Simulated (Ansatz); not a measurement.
## Sn wire along [100], 25 atoms a period, H-terminated: bands by functional

Aim: is the Sn wire along [100], 25 atoms a period, H-terminated a metal or a semiconductor?

Method: DFT PBE, plane waves, PAW; relaxation of a wire's period; PAW set soft_1, in the first sound run; inputs show where later runs differ, in Ansatz 0.2.0.

## (1) The structure

The cell holds 45 atoms: 25 Sn and 20 H. Cell: a = 22.121 Å, b = 22.121 Å, c = 6.650 Å, α = 90.0°, β = 90.0°, γ = 90.0°. Vacuum lies along a and b. The structure's axis is c.

## (2) Relaxation of atoms and period

Band widths follow the bond lengths, so the wire is relaxed first. The atoms and the third cell vector are free; the box across stays fixed as vacuum. A Fermi-Dirac smearing is set since the result may be a metal. The pressure printed is a third of the stress's trace over the whole box, vacuum included; only the stress along the axis is relaxed.

Input file input.yaml:

```yaml
crystal:
  lattice:
    - [22.121, 0.0, 0.0]
    - [0.0, 22.121, 0.0]
    - [0.0, 0.0, 6.65]
  atoms:
    - { symbol: Sn, position: [0.274529315, 0.575148636, 0.0] }
    - { symbol: Sn, position: [0.424838975, 0.424838975, 0.0] }
    - { symbol: Sn, position: [0.424838975, 0.725458296, 0.0] }
    - { symbol: Sn, position: [0.575148636, 0.274529315, 0.0] }
    - { symbol: Sn, position: [0.575148636, 0.575148636, 0.0] }
    - { symbol: Sn, position: [0.725458296, 0.424838975, 0.0] }
    - { symbol: H, position: [0.153700104, 0.454319425, 0.098065719] }
    - { symbol: H, position: [0.304009764, 0.304009764, 0.098065719] }
    - { symbol: H, position: [0.454319425, 0.153700104, 0.098065719] }
    - { symbol: H, position: [0.545668186, 0.846287507, 0.098065719] }
    - { symbol: H, position: [0.695977846, 0.695977846, 0.098065719] }
    - { symbol: H, position: [0.846287507, 0.545668186, 0.098065719] }
    - { symbol: Sn, position: [0.199374484, 0.499993805, 0.25] }
    - { symbol: Sn, position: [0.349684145, 0.349684145, 0.25] }
    - { symbol: Sn, position: [0.349684145, 0.650303466, 0.25] }
    - { symbol: Sn, position: [0.499993805, 0.199374484, 0.25] }
    - { symbol: Sn, position: [0.499993805, 0.499993805, 0.25] }
    - { symbol: Sn, position: [0.499993805, 0.800613126, 0.25] }
    - { symbol: Sn, position: [0.650303466, 0.349684145, 0.25] }
    - { symbol: Sn, position: [0.650303466, 0.650303466, 0.25] }
    - { symbol: Sn, position: [0.800613126, 0.499993805, 0.25] }
    - { symbol: H, position: [0.153700104, 0.545668186, 0.401934281] }
    - { symbol: H, position: [0.304009764, 0.695977846, 0.401934281] }
    - { symbol: H, position: [0.454319425, 0.846287507, 0.401934281] }
    - { symbol: H, position: [0.545668186, 0.153700104, 0.401934281] }
    - { symbol: H, position: [0.695977846, 0.304009764, 0.401934281] }
    - { symbol: H, position: [0.846287507, 0.454319425, 0.401934281] }
    - { symbol: Sn, position: [0.274529315, 0.424838975, 0.5] }
    - { symbol: Sn, position: [0.424838975, 0.274529315, 0.5] }
    - { symbol: Sn, position: [0.424838975, 0.575148636, 0.5] }
    - { symbol: Sn, position: [0.575148636, 0.424838975, 0.5] }
    - { symbol: Sn, position: [0.575148636, 0.725458296, 0.5] }
    - { symbol: Sn, position: [0.725458296, 0.575148636, 0.5] }
    - { symbol: H, position: [0.228854934, 0.379164595, 0.651934281] }
    - { symbol: H, position: [0.379164595, 0.228854934, 0.651934281] }
    - { symbol: H, position: [0.620823016, 0.771132677, 0.651934281] }
    - { symbol: H, position: [0.771132677, 0.620823016, 0.651934281] }
    - { symbol: Sn, position: [0.349684145, 0.499993805, 0.75] }
    - { symbol: Sn, position: [0.499993805, 0.349684145, 0.75] }
    - { symbol: Sn, position: [0.499993805, 0.650303466, 0.75] }
    - { symbol: Sn, position: [0.650303466, 0.499993805, 0.75] }
    - { symbol: H, position: [0.228854934, 0.620823016, 0.848065719] }
    - { symbol: H, position: [0.379164595, 0.771132677, 0.848065719] }
    - { symbol: H, position: [0.620823016, 0.228854934, 0.848065719] }
    - { symbol: H, position: [0.771132677, 0.379164595, 0.848065719] }
kpoints:
  mp_grid: { grid: [1, 1, 13] }
scf:
  occupations: { method: fermi_dirac, width: 0.05 }
hamiltonian:
  xc: pbe
  pseudopotentials: { kind: paw, azcp: { folder: soft_1 } }
relax:
  cell: { fix: [a, b, alpha, beta, gamma] }
  max_steps: 45
  f_tol: 0.03
```

The run is started by

```console
ansatz run input.yaml --threads 4 --pin off --max-ram 16384MiB --backend cpu --events-out ev --progress --plain --runs-dir out
```

Numbers of over 12 decimals in the logs are rounded to 6 here.

The program printed:

```text
Engine: ansatz 0.2.0, aarch64-unknown-linux-gnu
Pseudopotentials: kind: paw
Pseudopotential: Sn, paw, valence charge 14, recommended cutoff 420 eV (normal), soft_1/Sn.paw.azcp
Pseudopotential: H, paw, valence charge 1, recommended cutoff 420 eV (normal), soft_1/H.paw.azcp
Functional definition: PBE
  parameter kappa = 0.804
  parameter beta = 0.066725
  exchange = pbe_x(kappa = kappa, mu = beta*pi^2/3)
  correlation = pbe_c(beta = beta)
Crystal: 45 atoms, lattice volume = 3254.102 Å³
Basis set: ecut = 420 eV, 63583 PW (Γ), exchange–correlation on 300×300×90 points (8 copies of the dense FFT grid, shifted against one another)
Bands: 230, of which v1, the nominal top of the filled ones, is band 185 counted from 1 (184 counted from 0)
Symmetry: 8 space group operations
Space group: P-42m (ITA 111), of the structure as read, at distance tolerance 1.5e-4 Å
k-points: 7 of 13
Non-local potential: Sn, projectors of the file, l = 0: 2, l = 1: 2, l = 2: 2, l = 3: 1
Non-local potential: H, projectors of the file, l = 0: 2, l = 1: 1
PAW form: soft (Blöchl's): semilocal exchange-correlation on the pseudo side does not see the compensation charge
PAW one-centre angular grid: Sn, 590 points (default); XC on 64 Gauss nodes
PAW one-centre angular grid: H, 110 points (default); XC on 64 Gauss nodes
Initial density: superposition of atomic densities (neutral atoms: chi_scale 0, normalization atom)
Initial wavefunctions: pseudopotential atomic-orbital guess
Functional: x = pbe(κ = 0.804, μ = 0.219515), c = pbe(β = 0.066725)
SCF iter   1: F=—  HF=-150921.481926 eV  |F-HF|=—  |Δ(HF+E_count)|=         —  Δρ=2.46e-2  dr2=2.08e1  ethr=3.10e-3  ⟨swp⟩=7.0  Hψ=7264  notcnv=0  defer=57
preconditioner: auto → Resta (q_TF=auto, 1.899 Å⁻¹)  ε∞=1.9  [insulator: Δε(μ)=1.237 eV  Ē_g=7.703 eV  σ=0.050 eV  W_gap=1.00  n_scr=340 (ndim 8)  ℏωp=7.1 eV  f_vac=0.597  D(μ)=0.00/eV (n_scr^D=0)  ε∞_Penn≈1.9  vacuum switching on, ρ_ref=4.3e-3 e/Å³]
SCF iter   2: F=—  HF=-150916.733938 eV  |F-HF|=—  |Δ(HF+E_count)|=    4.75e0  Δρ=9.23e-3  dr2=4.82e0  ethr=3.10e-3  ⟨swp⟩=3.3  Hψ=2316  notcnv=0  defer=242
SCF iter   3: F=—  HF=-150916.238641 eV  |F-HF|=—  |Δ(HF+E_count)|=   4.95e-1  Δρ=4.40e-3  dr2=3.38e0  ethr=1.30e-3  ⟨swp⟩=3.6  Hψ=2211  notcnv=0  defer=242
SCF iter   4: F=—  HF=-150915.774037 eV  |F-HF|=—  |Δ(HF+E_count)|=   4.65e-1  Δρ=1.35e-3  dr2=1.97e-1  ethr=9.14e-4  ⟨swp⟩=3.9  Hψ=2372  notcnv=0  defer=239
SCF iter   5: F=—  HF=-150915.768089 eV  |F-HF|=—  |Δ(HF+E_count)|=   5.95e-3  Δρ=5.13e-4  dr2=9.13e-3  ethr=5.32e-5  ⟨swp⟩=2.0  Hψ=1880  notcnv=0  defer=241
SCF iter   6: F=—  HF=-150915.774098 eV  |F-HF|=—  |Δ(HF+E_count)|=   6.01e-3  Δρ=1.64e-4  dr2=1.08e-3  ethr=2.47e-6  ⟨swp⟩=2.0  Hψ=1789  notcnv=0  defer=241
SCF iter   7: F=—  HF=-150915.775122 eV  |F-HF|=—  |Δ(HF+E_count)|=   1.02e-3  Δρ=4.37e-5  dr2=1.74e-4  ethr=2.91e-7  ⟨swp⟩=2.0  Hψ=1789  notcnv=0  defer=241
SCF iter   8: F=—  HF=-150915.775173 eV  |F-HF|=—  |Δ(HF+E_count)|=   5.12e-5  Δρ=1.30e-5  dr2=6.56e-6  ethr=4.69e-8  ⟨swp⟩=2.0  Hψ=1789  notcnv=0  defer=241
SCF iter   9: F=—  HF=-150915.774989 eV  |F-HF|=—  |Δ(HF+E_count)|=   1.84e-4  Δρ=3.69e-6  dr2=5.81e-7  ethr=1.77e-9  ⟨swp⟩=2.7  Hψ=2758  notcnv=0  defer=241
SCF iter  10: F=-150915.774990 eV  HF=-150915.774990 eV  |F-HF|=9.87e-9  |Δ(HF+E_count)|=   1.33e-6  Δρ=1.05e-6  dr2=7.24e-8  ethr=2.70e-11  ⟨swp⟩=5.3  Hψ=5927  notcnv=0
SCF 1 converged in 10 iterations: F = -150915.774990 eV  dr2 = 7.24e-8
  greatest PAW one-centre occupation: 0.991 electrons in one spin orbital (limit 2), on the Sn atom at site 12 (counted from 0), in its partial waves of l = 2
relax step   1: F+E_penalty+E_count = -150915.77498996 eV  Δ(F+E_penalty+E_count) = +0.000e0 eV  max|allowed force component| = 1.804e-1 eV/Å  Δτ_max = 0.0000 Å  P = -0.345 GPa  Ω = 3254.102 Å³  fix = [a, b, alpha, beta, gamma]  reactions: a -0.343, b -0.343 GPa  (10 SCF iters, dr2 threshold 1.00e-7 eV, accepted)
Crystal: 45 atoms, lattice volume = 3215.406 Å³
Basis set: ecut = 420 eV, 62773 PW (Γ), exchange–correlation on 300×300×90 points (8 copies of the dense FFT grid, shifted against one another)
Initial density: handed on by an earlier stage of this run
Initial wavefunctions: those handed on with the density
iter 1 solved again at ethr=2.90e-4 eV; its pass at ethr=3.10e-3 eV (dr2=1.07e0 eV) is discarded
SCF iter   1: F=—  HF=-150915.071386 eV  |F-HF|=—  |Δ(HF+E_count)|=         —  Δρ=6.78e-3  dr2=1.07e0  ethr=2.90e-4  ⟨swp⟩=6.6  Hψ=8642  notcnv=0
preconditioner: auto → Resta (q_TF=auto, 1.903 Å⁻¹)  ε∞=1.4  [insulator: Δε(μ)=1.876 eV  Ē_g=19.054 eV  σ=0.050 eV  W_gap=1.00  n_scr=338 (ndim 8)  ℏωp=12.6 eV  f_vac=0.650  D(μ)=0.00/eV (n_scr^D=0)  ε∞_Penn≈1.4  vacuum switching on, ρ_ref=2.6e-2 e/Å³]
SCF iter   2: F=—  HF=-150914.950521 eV  |F-HF|=—  |Δ(HF+E_count)|=   1.21e-1  Δρ=3.17e-3  dr2=3.14e-1  ethr=2.89e-4  ⟨swp⟩=4.9  Hψ=3109  notcnv=0  defer=54
SCF iter   3: F=—  HF=-150915.003619 eV  |F-HF|=—  |Δ(HF+E_count)|=   5.31e-2  Δρ=1.75e-3  dr2=5.84e-1  ethr=8.49e-5  ⟨swp⟩=4.7  Hψ=3380  notcnv=0  defer=229
SCF iter   4: F=—  HF=-150914.921737 eV  |F-HF|=—  |Δ(HF+E_count)|=   8.19e-2  Δρ=3.23e-4  dr2=4.08e-3  ethr=8.49e-5  ⟨swp⟩=3.4  Hψ=1870  notcnv=0  defer=240
SCF iter   5: F=—  HF=-150914.922083 eV  |F-HF|=—  |Δ(HF+E_count)|=   3.46e-4  Δρ=9.87e-5  dr2=5.24e-4  ethr=1.10e-6  ⟨swp⟩=2.4  Hψ=3058  notcnv=0  defer=240
SCF iter   6: F=—  HF=-150914.921950 eV  |F-HF|=—  |Δ(HF+E_count)|=   1.33e-4  Δρ=4.05e-5  dr2=4.66e-5  ethr=1.42e-7  ⟨swp⟩=2.0  Hψ=1755  notcnv=0  defer=240
SCF iter   7: F=—  HF=-150914.921977 eV  |F-HF|=—  |Δ(HF+E_count)|=   2.62e-5  Δρ=9.43e-6  dr2=4.50e-6  ethr=1.26e-8  ⟨swp⟩=2.0  Hψ=1866  notcnv=0  defer=240
SCF iter   8: F=-150914.921977 eV  HF=-150914.921978 eV  |F-HF|=8.82e-8  |Δ(HF+E_count)|=   8.81e-7  Δρ=3.58e-6  dr2=5.48e-7  ethr=5.50e-10  ⟨swp⟩=5.3  Hψ=5101  notcnv=0
SCF 2 converged in 8 iterations: F = -150914.921977 eV  dr2 = 5.48e-7
  greatest PAW one-centre occupation: 0.990 electrons in one spin orbital (limit 2), on the Sn atom at site 16 (counted from 0), in its partial waves of l = 2
relax step   2: F+E_penalty+E_count = -150914.92197749 eV  Δ(F+E_penalty+E_count) = +8.530e-1 eV  max|allowed force component| = 1.158e0 eV/Å  Δτ_max = 0.1947 Å  P = +0.573 GPa  Ω = 3215.406 Å³  energy of the carried Pulay correction = +2.700e-3 eV  fix = [a, b, alpha, beta, gamma]  (8 SCF iters, dr2 threshold 2.03e-6 eV, rejected (line search))
Crystal: 45 atoms, lattice volume = 3242.736 Å³
[...]
relax step   5: F+E_penalty+E_count = -150915.91999133 eV  Δ(F+E_penalty+E_count) = +9.708e-4 eV  max|allowed force component| = 2.639e-2 eV/Å  Δτ_max = 0.0000 Å  P = -0.015 GPa  Ω = 3241.270 Å³  fix = [a, b, alpha, beta, gamma]  reactions: a -0.013, b -0.013 GPa  stress off target by 2.03e-2 GPa on what of the cell is left free  SCF on the basis re-selected at this cell (its energy is not comparable with the rows above)  (6 SCF iters)
basis re-selected at this cell: Δ(F+E_penalty+E_count) = +9.708e-4 eV, ΔP = -0.000 GPa vs the last step (what re-selecting the basis moved, of the pressure what is left beyond the Pulay correction that the steps carried, after the strain that the cell walked since its last selection, with what the two solves' SCF thresholds leave and, on support functions, any second-order correction that the steps lacked; it is no m [...]
SCF converged after 6 iterations
Free energy (F): -150915.919991 eV
Harris-Foulkes:  -150915.919991 eV  (|F-HF|=1.46e-10)
Internal energy: -150915.919991 eV  (E = F + TS)
E sigma→0 (E₀):  -150915.919991 eV
Entropy (-TS):   -0.000000 eV (-0.000 meV/atom)
Fermi energy:    -1.101238 eV
--- Per-component energies (eV) ---
  E_band       = -6292.836426
  E_kinetic    = 4444.857597
  E_local      = -196959.188030  (includes V_loc(G=0)·N_el)
  E_nonlocal   = 3633.117918
  E_hartree    = 96463.847466
  E_xc         = -3295.873045
  E_vxc        = -2198.937359  (∫ρ·V_xc dr)
  E_paw        = -109269.409707  (= ΣΔE_a)
  E_vpaw       = -8140.372515  (= ΣTr[D̂ρ^β])
  E_aug_tail   = -0.010433  (compensation charges beyond the density's cutoff)
  E_ewald      = 54066.738242
  E_smearing   = -0.000000  (= −TS)
  E_closure    = -0.000000  (closes the sum)
  Σ components = -150915.919991   (vs F -150915.919991, Δ=0.00e0)
--- Forces (eV/Å), atoms counted from 1 ---
  atom   1  Sn     0.01783402    -0.01211381    -0.02358686
  atom   2  Sn    -0.00187325    -0.00187325    -0.00102678
  atom   3  Sn     0.01211381    -0.01783402    -0.02358686
  atom   4  Sn    -0.01211381     0.01783402    -0.02358686
  atom   5  Sn     0.00187325     0.00187325    -0.00102678
  atom   6  Sn    -0.01783402     0.01211381    -0.02358686
  atom   7  H     -0.00429342    -0.00831717    -0.00427167
  atom   8  H     -0.00135293    -0.00135293     0.00343486
  atom   9  H     -0.00831717    -0.00429342    -0.00427167
  atom  10  H      0.00831717     0.00429342    -0.00427167
  atom  11  H      0.00135293     0.00135293     0.00343486
  atom  12  H      0.00429342     0.00831717    -0.00427167
  atom  13  Sn    -0.00940360    -0.00000000    -0.00000000
  atom  14  Sn     0.01528380     0.01528380    -0.02639289
  atom  15  Sn     0.01528380    -0.01528380     0.02639289
  atom  16  Sn    -0.00000000    -0.00940360     0.00000000
  atom  17  Sn     0.00000000    -0.00000000    -0.00000000
  atom  18  Sn     0.00000000     0.00940360    -0.00000000
  atom  19  Sn    -0.01528380     0.01528380     0.02639289
  atom  20  Sn    -0.01528380    -0.01528380    -0.02639289
  atom  21  Sn     0.00940360     0.00000000     0.00000000
  atom  22  H     -0.00429342     0.00831717     0.00427167
  atom  23  H     -0.00135293     0.00135293    -0.00343486
  atom  24  H     -0.00831717     0.00429342     0.00427167
  atom  25  H      0.00831717    -0.00429342     0.00427167
  atom  26  H      0.00135293    -0.00135293    -0.00343486
  atom  27  H      0.00429342    -0.00831717     0.00427167
  atom  28  Sn     0.01783402     0.01211381     0.02358686
  atom  29  Sn     0.01211381     0.01783402     0.02358686
  atom  30  Sn    -0.00187325     0.00187325     0.00102678
  atom  31  Sn     0.00187325    -0.00187325     0.00102678
  atom  32  Sn    -0.01211381    -0.01783402     0.02358686
  atom  33  Sn    -0.01783402    -0.01211381     0.02358686
  atom  34  H     -0.00167962    -0.00084919    -0.00175334
  atom  35  H     -0.00084919    -0.00167962    -0.00175334
  atom  36  H      0.00084919     0.00167962    -0.00175334
  atom  37  H      0.00167962     0.00084919    -0.00175334
  atom  38  Sn    -0.00112166    -0.00000000    -0.00000000
  atom  39  Sn    -0.00000000    -0.00112166    -0.00000000
  atom  40  Sn     0.00000000     0.00112166    -0.00000000
  atom  41  Sn     0.00112166     0.00000000     0.00000000
  atom  42  H     -0.00167962     0.00084919     0.00175334
  atom  43  H     -0.00084919     0.00167962     0.00175334
  atom  44  H      0.00084919    -0.00167962     0.00175334
  atom  45  H      0.00167962    -0.00084919     0.00175334
  max |Σ_I F_I| component: 7.16e-18 eV/Å
--- Stress (GPa, compression-positive) ---
       -0.012687      -0.000000      -0.000000
       -0.000000      -0.012687       0.000000
       -0.000000       0.000000      -0.020278
  P = ⅓ Tr σ = -0.0152 GPa (-0.152 kbar)
--- Relaxed structure (4 steps of the walk, 3 accepted, 1 SCFs on fresh bases) ---
  F+E_penalty+E_count = -150915.91999133 eV   max|allowed force component| = 2.639e-2 eV/Å   (the final SCF, on the basis selected at the relaxed cell)
  cell:  # Å, volume = 3241.2697 Å³
    - [22.121, 0, 0]
    - [0, 22.121, 0]
    - [0, 0, 6.623776]
  atoms:
    - { symbol: Sn, position: [0.276208, 0.573627, 0.00381742] }
    - { symbol: Sn, position: [0.425106, 0.425106, -0.00035456] }
    - { symbol: Sn, position: [0.426373, 0.723792, 0.00381742] }
    - { symbol: Sn, position: [0.573627, 0.276208, 0.00381742] }
    - { symbol: Sn, position: [0.574894, 0.574894, -0.00035456] }
    - { symbol: Sn, position: [0.723792, 0.426373, 0.00381742] }
    - { symbol: H, position: [0.155272, 0.455684, 0.101071] }
    - { symbol: H, position: [0.306128, 0.306128, 0.102004] }
    - { symbol: H, position: [0.455684, 0.155272, 0.101071] }
    - { symbol: H, position: [0.544316, 0.844728, 0.101071] }
    - { symbol: H, position: [0.693872, 0.693872, 0.102004] }
    - { symbol: H, position: [0.844728, 0.544316, 0.101071] }
    - { symbol: Sn, position: [0.201937, 0.5, 0.250000] }
    - { symbol: Sn, position: [0.351445, 0.351445, 0.255070] }
    - { symbol: Sn, position: [0.351445, 0.648555, 0.244930] }
    - { symbol: Sn, position: [0.5, 0.201937, 0.250000] }
    - { symbol: Sn, position: [0.5, 0.5, 0.250000] }
    - { symbol: Sn, position: [0.5, 0.798063, 0.250000] }
    - { symbol: Sn, position: [0.648555, 0.351445, 0.244930] }
    - { symbol: Sn, position: [0.648555, 0.648555, 0.255070] }
    - { symbol: Sn, position: [0.798063, 0.5, 0.250000] }
    - { symbol: H, position: [0.155272, 0.544316, 0.398929] }
    - { symbol: H, position: [0.306128, 0.693872, 0.397996] }
    - { symbol: H, position: [0.455684, 0.844728, 0.398929] }
    - { symbol: H, position: [0.544316, 0.155272, 0.398929] }
    - { symbol: H, position: [0.693872, 0.306128, 0.397996] }
    - { symbol: H, position: [0.844728, 0.455684, 0.398929] }
    - { symbol: Sn, position: [0.276208, 0.426373, 0.496183] }
    - { symbol: Sn, position: [0.426373, 0.276208, 0.496183] }
    - { symbol: Sn, position: [0.425106, 0.574894, 0.500355] }
    - { symbol: Sn, position: [0.574894, 0.425106, 0.500355] }
    - { symbol: Sn, position: [0.573627, 0.723792, 0.496183] }
    - { symbol: Sn, position: [0.723792, 0.573627, 0.496183] }
    - { symbol: H, position: [0.231022, 0.380944, 0.648908] }
    - { symbol: H, position: [0.380944, 0.231022, 0.648908] }
    - { symbol: H, position: [0.619056, 0.768978, 0.648908] }
    - { symbol: H, position: [0.768978, 0.619056, 0.648908] }
    - { symbol: Sn, position: [0.350176, 0.5, 0.750000] }
    - { symbol: Sn, position: [0.5, 0.350176, 0.750000] }
    - { symbol: Sn, position: [0.5, 0.649824, 0.750000] }
    - { symbol: Sn, position: [0.649824, 0.5, 0.750000] }
    - { symbol: H, position: [0.231022, 0.619056, 0.851092] }
    - { symbol: H, position: [0.380944, 0.768978, 0.851092] }
    - { symbol: H, position: [0.619056, 0.231022, 0.851092] }
    - { symbol: H, position: [0.768978, 0.380944, 0.851092] }
```

Run time: 19 min. Hardware: 4 threads of Arm Neoverse V1, shared host; peak memory 12 GiB.

Step by step:

| step | energy less that of the first step (eV) | largest force component (eV/Å) | pressure (GPa) | volume (Å³) |
| --- | --- | --- | --- | --- |
| 1 | 0.0000 | 0.1804 | -0.35 | 3254.10 |
| 2 | 0.8530 | 1.1576 | 0.57 | 3215.41 |
| 3 | -0.1384 | 0.0865 | -0.07 | 3242.74 |
| 4 | -0.1460 | 0.0264 | -0.02 | 3241.27 |
| 5* | -0.1450 | 0.0264 | -0.02 | 3241.27 |

Relaxation steps marked * repeat the geometry before them on a plane-wave basis chosen anew for their cell, so energy and pressure can jump there. Relaxation step 2 was tried and not accepted.

The run keeps the 8 symmetry operations that it works with, so distortions that break them were not tested.

| cell as run | before | after | change |
| --- | --- | --- | --- |
| c (Å) | 6.650 | 6.624 | -0.4 % |

The atoms that moved most (Å, along periodic axes as changes of fractional coordinates times the final cell, across vacuum about the mean position):

| atom | dx | dy | dz | length |
| --- | --- | --- | --- | --- |
| H8 | 0.047 | 0.047 | 0.026 | 0.071 |
| H23 | 0.047 | -0.047 | -0.026 | 0.071 |
| H26 | -0.047 | 0.047 | -0.026 | 0.071 |
| H11 | -0.047 | -0.047 | 0.026 | 0.071 |
| H37 | -0.048 | -0.039 | -0.020 | 0.065 |
| H36 | -0.039 | -0.048 | -0.020 | 0.065 |
| H43 | 0.039 | -0.048 | 0.020 | 0.065 |
| H45 | -0.048 | 0.039 | 0.020 | 0.065 |

Numbers from this step:

```yaml
cell_length_along_the_wire: 6.624 Å
```

The cell's length comes to 6.624 Å with spin left out.

(Part 1 of 2 ends here.)

[Logs are printed without paths, hosts, clocks, repeated set-up lines and the standing remarks that a program may print on its own settings, such as how far it seeks lower states.]

[Hosts, paths, dates, database ids (printed as entryN), source tags and the programs' standing remarks are cut or masked in the printed files.]
